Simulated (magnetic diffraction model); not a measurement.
# Moment size from magnetic intensity in DyZnAg

Space group P6_3/mmc (no. 194), a = 4.4910 Å, c = 6.9430 Å.

```csv
site,atom,x,y,z
2a,Dy,0,0,0
2d,Ag,1/3,2/3,3/4
2c,Zn,1/3,2/3,1/4
```

This is a made-up structure (elements placed in a structure type, unrelaxed), so the numbers test the method and describe no known phase.

Only Dy is taken to order (form factors of Dy3+); orders and moment sizes are assumed, and not adapted to the symmetry. Radiation: neutrons of λ = 2.567 Å (absorption by Dy left out), 8° to 100°; isotropic B of 0.12 Å² (Dy), 0.17 Å² (Ag) and 0.17 Å² (Zn). The intensities are simulated: I ∝ L Σ (|F_N|² + |F_M⊥|²) for unpolarised neutrons, with F_M = 2.695 fm/μB × Σ f(s) S exp(2πi Q·r) exp(−B s²) at Q = H ± k (one set where k and −k are equivalent), only the part normal to Q counting and L = 1/(sin²θ cos θ). For collinear order S is the moment m, which repeats by lattice and centring translations R with the sign exp(−2πi k·R). Form factors are spin-only for 3d ions and dipole or tabulated for f ions, scattering lengths are Sears's of 1992, and absorption is left out. A label names one of the reflections at its angle. The strongest nuclear line in the range is 100, and lines under 0.2 are left out.

In a first state the assumed order is k = (1/2 0 0), collinear moments along [001], 7.9 μB on Dy; signs + at (0, 0, 0), + at (0, 0, 1/2), with this pattern:

```tsv
2θ (°)	index	nuclear	magnetic
19.00	(1/2 0 0)	0.0	113.1
33.21	(1/2 -1 0)	0.0	36.0
38.54	(1 0 0)	25.0	0.0
43.40	(0 0 2)	1.5	0.0
47.77	(1/2 0 2)	0.0	5.6
51.77	(1/2 1 0)	0.0	28.3
55.72	(1/2 -1 2)	0.0	9.1
59.34	(3/2 0 0)	0.0	10.6
59.42	(1 0 2)	100.0	0.0
69.72	(1 1 0)	62.5	0.0
69.79	(1/2 1 2)	0.0	17.7
73.02	(3/2 -2 0)	0.0	13.8
76.32	(3/2 0 2)	0.0	8.1
82.60	(2 0 0)	7.8	0.0
85.80	(1 1 2)	3.5	0.0
88.93	(3/2 -2 2)	0.0	13.7
```
(The table stops after 16 lines; 5 more lie at higher angle.)

**Question.** Nearer the ordering temperature the line at 19.00° has total intensity 55.4 on the same scale, and all moments have shrunk alike. How large is the Dy moment?

The nuclear part, 0.0, stays, so the magnetic part is 55.4 against 113.1. It goes as m², so m = 7.9 × √(55.4/113.1) = 5.53 μB; the value used was 5.53 μB.

[Logs are printed without paths, hosts, clocks, repeated set-up lines and the standing remarks that a program may print on its own settings, such as how far it seeks lower states.]
